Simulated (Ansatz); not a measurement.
# LaBi (Fm-3m): Grüneisen parameters

Does LaBi (Fm-3m) expand much on heating, by its phonons?

Main program and level: Ansatz 0.2.0; DFT PBEsol, scalar-relativistic, plane waves, PAW; PAW set soft_1.

The database entry behind the starting cell differs from other determinations of this structure, so it need not match the best structure at room temperature.

## 1. The structure

The structure is cubic, space group Fm-3m (No. 225). The conventional cell has a = 6.557 Å, b = 6.557 Å, c = 6.557 Å, α = 90.00°, β = 90.00°, γ = 90.00°. Nearest to La lie 6 Bi at 3.28 Å. Nearest to Bi lie 6 La at 3.28 Å. Farther neighbours, and contacts between anions beyond the nearest, are not listed.

Coordinates:

```cif
data_structure
_symmetry_space_group_name_H-M 'P 1'
_symmetry_Int_Tables_number 1
_cell_length_a 4.6365
_cell_length_b 4.6365
_cell_length_c 4.6365
_cell_angle_alpha 60.000
_cell_angle_beta 60.000
_cell_angle_gamma 60.000
_cell_volume 70.48
loop_
_atom_site_label
_atom_site_type_symbol
_atom_site_fract_x
_atom_site_fract_y
_atom_site_fract_z
_atom_site_occupancy
La1 La 0.00000 0.00000 0.00000 1
Bi2 Bi 0.50000 0.50000 0.50000 1
```

## 2. Response at finite wavevector

Stability and thermal properties need the whole zone. Linear response on a 4×4×4 q mesh gives force constants as far as a supercell of that size would.

Contents of input.yaml:

```yaml
crystal:
  lattice:
    - [0.0, 3.2785190532, 3.2785190532]
    - [3.2785190532, 0.0, 3.2785190532]
    - [3.2785190532, 3.2785190532, 0.0]
  atoms:
    - { symbol: La, position: [0.0, 0.0, 0.0] }
    - { symbol: Bi, position: [0.5, 0.5, 0.5] }
kpoints:
  mp_grid: { grid: [12, 12, 12] }
hamiltonian:
  xc: pbesol
  pseudopotentials: { kind: paw, azcp: { folder: soft_1 }, xc_functional: pbe }
scf:
  occupations: { method: methfessel_paxton, width: 0.2 }
output:
  eigenvalues: true
phonons:
  method: dfpt
  qmesh: [4, 4, 4]
  temperatures: { t_max: 1000, t_step: 50 }
  qpath:
    path:
      - [[0.0, 0.0, 0.0], [0.5, 0.0, 0.5], [0.625, 0.25, 0.625]]
      - [[0.375, 0.375, 0.75], [0.0, 0.0, 0.0], [0.5, 0.5, 0.5], [0.5, 0.25, 0.75], [0.5, 0.0, 0.5]]
    npoints: 10
```

Command:

```sh
> ansatz run input.yaml --threads 4 --pin off --max-ram 10240MiB --backend cpu --events-out ev --progress --plain --runs-dir out
```

Standard output:

```text
Engine: ansatz 0.2.0, aarch64-unknown-linux-gnu
Pseudopotentials: kind: paw
Pseudopotential: La, paw, valence charge 11, recommended cutoff 420 eV (normal), soft_1/La.paw.azcp
Pseudopotential: Bi, paw, valence charge 15, recommended cutoff 420 eV (normal), soft_1/Bi.paw.azcp
Functional definition: PBEsol
  exchange = pbesol_x
  correlation = pbesol_c
Crystal: 2 atoms, lattice volume = 70.480 Å³
Basis set: ecut = 420 eV, 1411 PW (Γ), exchange–correlation on 64×64×64 points (8 copies of the dense FFT grid, shifted against one another)
Bands: 17, of which v1, the nominal top of the filled ones, is band 13 counted from 1 (12 counted from 0)
Symmetry: 48 space group operations
k-points: 72 of 1728
Non-local potential: La, projectors of the file, l = 0: 3, l = 1: 2, l = 2: 2, l = 3: 3
Non-local potential: Bi, projectors of the file, l = 0: 2, l = 1: 2, l = 2: 2, l = 3: 1
PAW form: soft (Blöchl's): semilocal exchange-correlation on the pseudo side does not see the compensation charge
PAW frozen core: La, regenerated for the run's functional, and the local potential with it (the file was generated under x = pbe(κ = 0.804, μ = 0.219515), c = pbe(β = 0.066725))
PAW frozen core: Bi, regenerated for the run's functional, and the local potential with it (the file was generated under x = pbe(κ = 0.804, μ = 0.219515), c = pbe(β = 0.066725))
PAW one-centre angular grid: La, 590 points (default); XC on 64 Gauss nodes
PAW one-centre angular grid: Bi, 590 points (default); XC on 64 Gauss nodes
Initial density: superposition of atomic densities (chi_scale 0.1, normalization cell, long waves kept (reshape's long-wave potential 0.00 eV rms))
Initial wavefunctions: pseudopotential atomic-orbital guess
Functional: x = pbesol(κ = 0.804, μ = 0.123457), c = pbesol(β = 0.046)
SCF iter   1: F=—  HF=-18408.485749 eV  |F-HF|=—  |Δ(HF+E_count)|=         —  Δρ=3.19e-2  dr2=1.42e0  ethr=3.10e-3  ⟨swp⟩=5.0  Hψ=10579  notcnv=0
automatic band count: the SCF goes on with 21 bands, as 17 were too few: they end inside the smearing window of the response
preconditioner: auto → Kerker (q_TF=auto, 2.311 Å⁻¹)  [metal: Δε(μ)=0.126 eV  Ē_g=14.871 eV  σ=0.200 eV  W_gap=0.48  n_scr=14 (ndim 8)  ℏωp=21.7 eV  f_vac=0.000  D(μ)=0.42/eV (n_scr^D=0)]
SCF iter   2: F=—  HF=-18408.115505 eV  |F-HF|=—  |Δ(HF+E_count)|=   3.70e-1  S|Δr|=    0.00e0  Δρ=1.58e-2  dr2=2.56e-1  ethr=3.10e-3  ⟨swp⟩=3.5  Hψ=3499  notcnv=0  defer=82
preconditioner: auto → none  [insulator: Δε(μ)=0.152 eV  Ē_g=15.794 eV  σ=0.200 eV  W_gap=0.53  n_scr=14 (ndim 8)  ℏωp=21.7 eV  f_vac=0.000  D(μ)=0.29/eV (n_scr^D=0)  ε∞_Penn≈2.9]
SCF iter   3: F=—  HF=-18408.059573 eV  |F-HF|=—  |Δ(HF+E_count)|=   5.59e-2  S|Δr|=    0.00e0  Δρ=3.65e-3  dr2=1.15e-2  ethr=9.83e-4  ⟨swp⟩=2.0  Hψ=2790  notcnv=0  defer=83
SCF iter   4: F=—  HF=-18408.058833 eV  |F-HF|=—  |Δ(HF+E_count)|=   7.40e-4  S|Δr|=    0.00e0  Δρ=1.23e-3  dr2=1.13e-3  ethr=4.42e-5  ⟨swp⟩=2.0  Hψ=2868  notcnv=0  defer=83
SCF iter   5: F=—  HF=-18408.058581 eV  |F-HF|=—  |Δ(HF+E_count)|=   2.52e-4  S|Δr|=    0.00e0  Δρ=1.36e-4  dr2=6.89e-6  ethr=4.36e-6  ⟨swp⟩=2.0  Hψ=2700  notcnv=0  defer=83
SCF iter   6: F=—  HF=-18408.058589 eV  |F-HF|=—  |Δ(HF+E_count)|=   8.29e-6  S|Δr|=    0.00e0  Δρ=2.64e-5  dr2=2.82e-7  ethr=2.65e-8  ⟨swp⟩=2.0  Hψ=2376  notcnv=0  defer=83
SCF iter   7: F=—  HF=-18408.058591 eV  |F-HF|=—  |Δ(HF+E_count)|=   1.88e-6  S|Δr|=    0.00e0  Δρ=2.45e-6  dr2=3.93e-9  ethr=1.08e-9  ⟨swp⟩=2.1  Hψ=2374  notcnv=0  defer=82
SCF iter   8: F=—  HF=-18408.058591 eV  |F-HF|=—  |Δ(HF+E_count)|=   2.64e-9  S|Δr|=    0.00e0  Δρ=4.04e-7  dr2=8.83e-11  ethr=1.51e-11  ⟨swp⟩=2.1  Hψ=2386  notcnv=0  defer=82
SCF iter   9: F=-18408.058591 eV  HF=-18408.058591 eV  |F-HF|=1.46e-11  |Δ(HF+E_count)|=  8.00e-11  S|Δr|=    0.00e0  Δρ=1.22e-7  dr2=9.22e-12  ethr=1.00e-12  ⟨swp⟩=11.2  Hψ=8082  notcnv=0
SCF 1 converged in 9 iterations: F = -18408.058591 eV  dr2 = 9.22e-12
  greatest PAW one-centre occupation: 0.986 electrons in one spin orbital (limit 2), on the Bi atom at site 1 (counted from 0), in its partial waves of l = 2
Initial density: read from a saved state, or passed on in memory by an earlier SCF of this step, an earlier step, the calling program or the single point that the run made first
iter 1 solved again at ethr=6.03e-7 eV; its pass at ethr=3.10e-3 eV (dr2=1.57e-4 eV) is discarded
SCF iter   1: F=—  HF=-18408.058595 eV  |F-HF|=—  |Δ(HF+E_count)|=         —  Δρ=1.27e-6  dr2=7.99e-10  ethr=6.03e-7  ⟨swp⟩=3.0  Hψ=9277  notcnv=0
eigensolver tolerance schedule: the retry pair's looser diagonalisation over-reported the residual by 196147.37 of it (diagonalisation noise at an unbounded share of the residual, at the tolerance the schedule requests for it); recorded, not acted on — ethr = c·dr2/N_el stays at c = 1.0e-1
preconditioner: auto → Kerker (q_TF=auto, 2.311 Å⁻¹)  [metal: Δε(μ)=0.074 eV  Ē_g=16.010 eV  σ=0.200 eV  W_gap=0.31  n_scr=14 (ndim 8)  ℏωp=21.7 eV  f_vac=0.000  D(μ)=0.23/eV (n_scr^D=0)]
SCF iter   2: F=—  HF=-18408.058591 eV  |F-HF|=—  |Δ(HF+E_count)|=   4.14e-6  S|Δr|=    0.00e0  Δρ=6.32e-7  dr2=1.73e-10  ethr=3.07e-12  ⟨swp⟩=4.0  Hψ=3786  notcnv=0
SCF iter   3: F=—  HF=-18408.058591 eV  |F-HF|=—  |Δ(HF+E_count)|=  6.55e-11  S|Δr|=    0.00e0  Δρ=3.88e-7  dr2=6.11e-11  ethr=1.00e-12  ⟨swp⟩=2.0  Hψ=1943  notcnv=0
SCF iter   4: F=—  HF=-18408.058591 eV  |F-HF|=—  |Δ(HF+E_count)|=  3.27e-11  S|Δr|=    0.00e0  Δρ=1.80e-7  dr2=1.37e-11  ethr=1.00e-12  ⟨swp⟩=1.0  Hψ=1224  notcnv=0
SCF iter   5: F=-18408.058591 eV  HF=-18408.058591 eV  |F-HF|=7.28e-12  |Δ(HF+E_count)|=  3.64e-12  S|Δr|=    0.00e0  Δρ=1.01e-7  dr2=4.77e-12  ethr=1.00e-12  ⟨swp⟩=2.3  Hψ=2430  notcnv=0
SCF 2 converged in 5 iterations: F = -18408.058591 eV  dr2 = 4.77e-12
phonons: the bands overlap, so this run is a metal and interpolates without the dipole-dipole term. If the crystal is really an insulator or semiconductor, its LO-TO splitting is missing
NSCF: frozen V_eff on 72 k-points
WARN: eigensolver did not converge in 4 slots of this pass, the one above among them; of largest residual over every band (k=66): 1 band(s) unlocked (lowest unlocked band 20, counted from 0; max residual 3.29e-4 eV among the unlocked bands, 3.29e-4 eV over every band); of lowest unlocked band (k=32): band 20
NSCF: frozen V_eff on 163 k-points
DFPT response loops at q = (0, 0, 0) (fractional): preconditioner auto → Kerker (q_TF=auto, 2.311 Å⁻¹) (partly filled bands, converged f_vac=0.000); β = 1.00, the filter's whole step (`scf.mixing.beta` (0.50) is not read by the response loops under this deck's `scf.mixing.preconditioner`; to damp them name `kerker` or `kerker_dos`, under which they read `scf.mixing.beta`, and type it under 1.00, their step now; both keys bind the ground state too); Broyden in place of MSR1
NSCF: frozen V_eff on 1872 k-points
DFPT response loops at q = (0, 0, 0.25) (fractional): mixed as the last ones told, above
NSCF: frozen V_eff on 952 k-points
DFPT response loops at q = (0, 0, -0.5) (fractional): mixed as the last ones told, above
NSCF: frozen V_eff on 1020 k-points
DFPT response loops at q = (0, 0.25, 0.25) (fractional): mixed as the last ones told, above
NSCF: frozen V_eff on 3456 k-points
DFPT response loops at q = (0, 0.25, -0.5) (fractional): mixed as the last ones told, above
NSCF: frozen V_eff on 1872 k-points
DFPT response loops at q = (0, 0.25, -0.25) (fractional): mixed as the last ones told, above
NSCF: frozen V_eff on 560 k-points
DFPT response loops at q = (0, -0.5, -0.5) (fractional): mixed as the last ones told, above
NSCF: frozen V_eff on 1020 k-points
DFPT response loops at q = (0.25, -0.5, -0.25) (fractional): mixed as the last ones told, above
SCF converged after 9 iterations
Stability not checked: this state was not tested for a lower state beside it, because cold or Methfessel-Paxton smearing, or corrected tetrahedra, fill the levels in a way that the test cannot read (fill_not_monotonic; see scf.lower_state_search)
Free energy (F): -18408.058591 eV
Harris-Foulkes:  -18408.058591 eV  (|F-HF|=1.46e-11)
Internal energy: -18408.059778 eV  (E = F + TS)
E sigma→0 (E₀):  -18408.058888 eV
Entropy (-TS):   0.001187 eV (0.594 meV/atom)
Fermi energy:    10.183870 eV
Step filling:    the computed levels leave a gap of 0.0739 eV = 0.4 smearing widths at the electron count; against every level under it full and every level over it empty, smearing changes F+E_penalty+E_count by +0.297 meV and its σ→0 estimate by +2.91e-4 meV
--- Per-component energies (eV) ---
  E_band       = -144.557643
  E_kinetic    = 442.714028
  E_local      = -1724.472428  (includes V_loc(G=0)·N_el)
  E_nonlocal   = 499.052537
  E_hartree    = 643.937287
  E_xc         = -291.314590
  E_vxc        = -274.698936  (∫ρ·V_xc dr)
  E_paw        = -15841.498214  (= ΣΔE_a)
  E_vpaw       = -375.027747  (= ΣTr[D̂ρ^β])
  E_aug_tail   = 0.000207  (compensation charges beyond the density's cutoff)
  E_ewald      = -2136.737436
  E_core_change = 0.258830  (= ΣΔE_core)
  E_smearing   = 0.001187  (= −TS)
  E_closure    = 0.000000  (closes the sum)
  Σ components = -18408.058591   (vs F -18408.058591, Δ=0.00e0)
--- Band table (eV; the first three rows and the last of 72) ---
  k-point 0: bands = [... 9 lower, -0.3483, 10.4106, 10.4106, 10.4106, 11.3701, 11.3701, 11.3701, 11.9019, ... 4 higher]
  k-point 1: bands = [... 9 lower, -0.2815, 9.9190, 10.1583, 10.1583, 11.3844, 11.4510, 11.4510, 11.9850, ... 4 higher]
  k-point 2: bands = [... 9 lower, -0.0966, 9.0278, 9.6657, 9.6657, 11.3763, 11.6262, 11.6262, 12.1091, ... 4 higher]
  k-point 71: bands = [... 9 lower, 0.3305, 8.3638, 8.6959, 8.6959, 11.7442, 11.7442, 12.1159, 12.1159, ... 4 higher]
--- Phonons (Γ-DFPT): 2 representative perturbations + reference (Σ response iterations 6) ---
  ASR residual: 6.790e-5 → 0.000e0 eV/Å²; symmetrization residual: 9.990e-7 eV/Å²
  ASR residual per site (eV/Å²): 3.85e-5 6.79e-5
  Γ frequencies (cm⁻¹): 0.00 0.00 0.00 109.09 109.09 109.09
--- Phonons (arbitrary-q DFPT): 8 irreducible q on the 4×4×4 mesh ---
  q = [0.0000, 0.0000, 0.0000] (star 1, of the zone-centre solve; hermiticity 5.47e-7, symmetrization 1.59e-12): -0.00 -0.00 0.00 109.09 109.09 109.09
  q = [0.0000, 0.0000, 0.2500] (star 8, 2 solved perturbations on 936 of 1728 k-point pairs; hermiticity 3.43e-6, symmetrization 5.50e-13): 48.77 48.77 62.42 106.47 106.47 134.09
  q = [0.0000, 0.0000, -0.5000] (star 4, 2 solved perturbations on 476 of 1728 k-point pairs; hermiticity 2.87e-9, symmetrization 2.54e-9): 79.75 79.75 91.80 92.52 92.52 136.03
  q = [0.0000, 0.2500, 0.2500] (star 6, 4 solved perturbations in 1608 linear systems a pass and spin channel, the states on 510 of 1728 k-point pairs; hermiticity 8.81e-7, symmetrization 1.42e-13): 31.72 31.72 82.30 112.39 112.55 112.55
  q = [0.0000, 0.2500, -0.5000] (star 24, 4 solved perturbations in 5328 linear systems a pass and spin channel, the states on 1728 of 1728 k-point pairs; hermiticity 4.52e-6, symmetrization 2.77e-8): 61.33 67.68 72.45 106.47 112.63 126.43
  q = [0.0000, 0.2500, -0.2500] (star 12, 4 solved perturbations in 2892 linear systems a pass and spin channel, the states on 936 of 1728 k-point pairs; hermiticity 7.22e-6, symmetrization 2.59e-13): 43.59 78.16 88.34 95.95 117.90 123.90
  q = [0.0000, -0.5000, -0.5000] (star 3, 4 solved perturbations in 886 linear systems a pass and spin channel, the states on 280 of 1728 k-point pairs; hermiticity 5.95e-6, symmetrization 6.09e-9): 46.91 46.91 59.71 111.13 111.13 121.63
  q = [0.2500, -0.5000, -0.2500] (star 6, 4 solved perturbations in 1544 linear systems a pass and spin channel, the states on 510 of 1728 k-point pairs; hermiticity 3.72e-6, symmetrization 1.36e-9): 53.66 53.66 85.17 112.16 119.84 119.84
  sum rule: each row above includes the acoustic sum rule's correction from the zone centre's row sums; it moved no ω² by more than (0.30 cm⁻¹)²
  mesh force constants: q→R imaginary residual 4.11e-18; ASR residual 6.790e-5 → 0.000e0 eV/Å²; symmetrization residual 4.441e-15 eV/Å²
  interpolated dispersion: 62 rows × 6 modes
  density of states and harmonic sums: on the 16×16×16 q-mesh, interpolated from the force constants of a 4×4×4 supercell (no non-analytic term)
  largest difference from the sums on the solved wave vectors: F 1.43e-2 eV, S 1.82e-5 and C_V 3.98e-6 eV/K
  zero-point energy: 0.033013 eV/cell   skipped modes (ω ≤ 0): 3   left out of the sums: 1.22e-4 of the cell's modes: C_V's classical limit lies that fraction below 3 k_B per atom; for a crystal, a wire or a layer, F and S can be off by more, and a phonons.interpolated_qmesh denser along its periods is the remedy for the sampling
```

It took 7 min on 4 threads of Arm Neoverse V2, shared host; peak memory 5.6 GiB; 27 min of CPU time.

In the SCF lines HF is the Harris–Foulkes energy and dr2 the Hartree energy of the density residual, in eV; the loop may stop once dr2 is under the threshold and the program's other checks hold. Hψ counts applications of the Hamiltonian.

Read from the output:

```
volume per atom                                         : 35.24 Å³
gap on the k-mesh                                       : 0 eV
sum-rule residual before enforcement                    : 6.79e-5 eV/Å²
lowest frequency on the path                            : 0 cm⁻¹
point group                                             : m-3m
highest frequency on path, mesh or solved points        : 138.5 cm⁻¹
mean frequency                                          : 88.8 cm⁻¹
Debye temperature (second moment)                       : 173 K
logarithmic mean frequency                              : 83.2 cm⁻¹
highest optical mode at the zone centre (no LO-TO term) : 109.1 cm⁻¹
lowest optical zone-centre mode                         : 109.1 cm⁻¹
lowest mode on the q mesh (acoustic modes at Γ apart)   : 31.72 cm⁻¹
zero-point energy per atom                              : 16.51 meV
heat capacity at 300 K                                  : 24.53 J/(mol atoms K)
vibrational entropy at 300 K                            : 48.06 J/(mol atoms K)
```

Frequencies (cm⁻¹) solved at each irreducible wavevector; negative means imaginary. Frequencies by wavevector, by row:

| q in reciprocal lattice units | star | mode 1 | mode 2 | mode 3 | mode 4 | mode 5 | mode 6 |
| --- | --- | --- | --- | --- | --- | --- | --- |
| 0 0 0 | 1 | 0 | 0 | 0 | 109.1 | 109.1 | 109.1 |
| 0 0 0.25 | 8 | 48.8 | 48.8 | 62.4 | 106.5 | 106.5 | 134.1 |
| 0 0 -0.5 | 4 | 79.8 | 79.8 | 91.8 | 92.5 | 92.5 | 136 |
| 0 0.25 0.25 | 6 | 31.7 | 31.7 | 82.3 | 112.4 | 112.5 | 112.5 |
| 0 0.25 -0.5 | 24 | 61.3 | 67.7 | 72.5 | 106.5 | 112.6 | 126.4 |
| 0 0.25 -0.25 | 12 | 43.6 | 78.2 | 88.3 | 96 | 117.9 | 123.9 |
| 0 -0.5 -0.5 | 3 | 46.9 | 46.9 | 59.7 | 111.1 | 111.1 | 121.6 |
| 0.25 -0.5 -0.25 | 6 | 53.7 | 53.7 | 85.2 | 112.2 | 119.8 | 119.8 |

Symmetry leaves 8 wavevectors to solve. The lowest mode among them, the acoustic zeros apart, lies at q = (0, 0.25, 0.25) and is real, 31.7 cm⁻¹.

## 3. Relaxing at another volume, volume ratio 0.97

The volume is scaled by 0.97 and held; symmetry leaves nothing to relax, so this is a single point. The modes can then be followed against volume.

input.yaml, the sections that differ from step 2:

```yaml
crystal:
  lattice:
    - [0.0, 3.2454004348, 3.2454004348]
    - [3.2454004348, 0.0, 3.2454004348]
    - [3.2454004348, 3.2454004348, 0.0]
  atoms:
    - { symbol: La, position: [0.0, 0.0, 0.0] }
    - { symbol: Bi, position: [0.5, 0.5, 0.5] }
output:
  forces: true
  stress: true
  eigenvalues: true
# kpoints, hamiltonian, scf: as in step 2
# phonons: removed
```

Standard output:

```text
[...]
Crystal: 2 atoms, lattice volume = 68.365 Å³
Basis set: ecut = 420 eV, 1363 PW (Γ), exchange–correlation on 64×64×64 points (8 copies of the dense FFT grid, shifted against one another)
Bands: 17, of which v1, the nominal top of the filled ones, is band 13 counted from 1 (12 counted from 0)
Symmetry: 48 space group operations
[...]
k-points: 72 of 1728
[...]
--- Band table (eV; the first three rows and the last of 72) ---
  k-point 0: bands = [... 9 lower, -0.0268, 10.8341, 10.8341, 10.8341, 11.7741, 11.7741, 11.7741, 12.3769]
  k-point 1: bands = [... 9 lower, 0.0466, 10.3308, 10.5685, 10.5685, 11.7987, 11.8610, 11.8610, 12.4656]
  k-point 2: bands = [... 9 lower, 0.2492, 9.4185, 10.0552, 10.0552, 11.7974, 12.0488, 12.0488, 12.6020]
  k-point 71: bands = [... 9 lower, 0.6957, 8.7238, 9.0882, 9.0882, 12.2018, 12.2018, 12.6148, 12.6148]
[key lines of the parts left out:]
SCF converged after 8 iterations
Free energy (F): -18408.047580 eV
Fermi energy:    10.580621 eV
P = ⅓ Tr σ = 1.7124 GPa (17.124 kbar)
```

Elapsed: 1.6 s, on 4 threads; peak memory 0.41 GiB.

Read from the output:

```
pressure        : 1.712 GPa
volume per atom : 34.18 Å³
```

The run ends at a pressure of 1.71 GPa.

(Continued in part 2 of 2.)

[Long decimals in the printed logs are rounded to 6 places.]

[Logs are printed without paths, hosts, clocks, repeated set-up lines and the standing remarks that a program may print on its own settings, such as how far it seeks lower states.]

[Hosts, paths, dates, database ids (printed as entryN), source tags and the programs' standing remarks are cut or masked in the printed files.]

[Where the starting crystal was built by hand or by swapping elements, it need not be the compound's stable phase.]
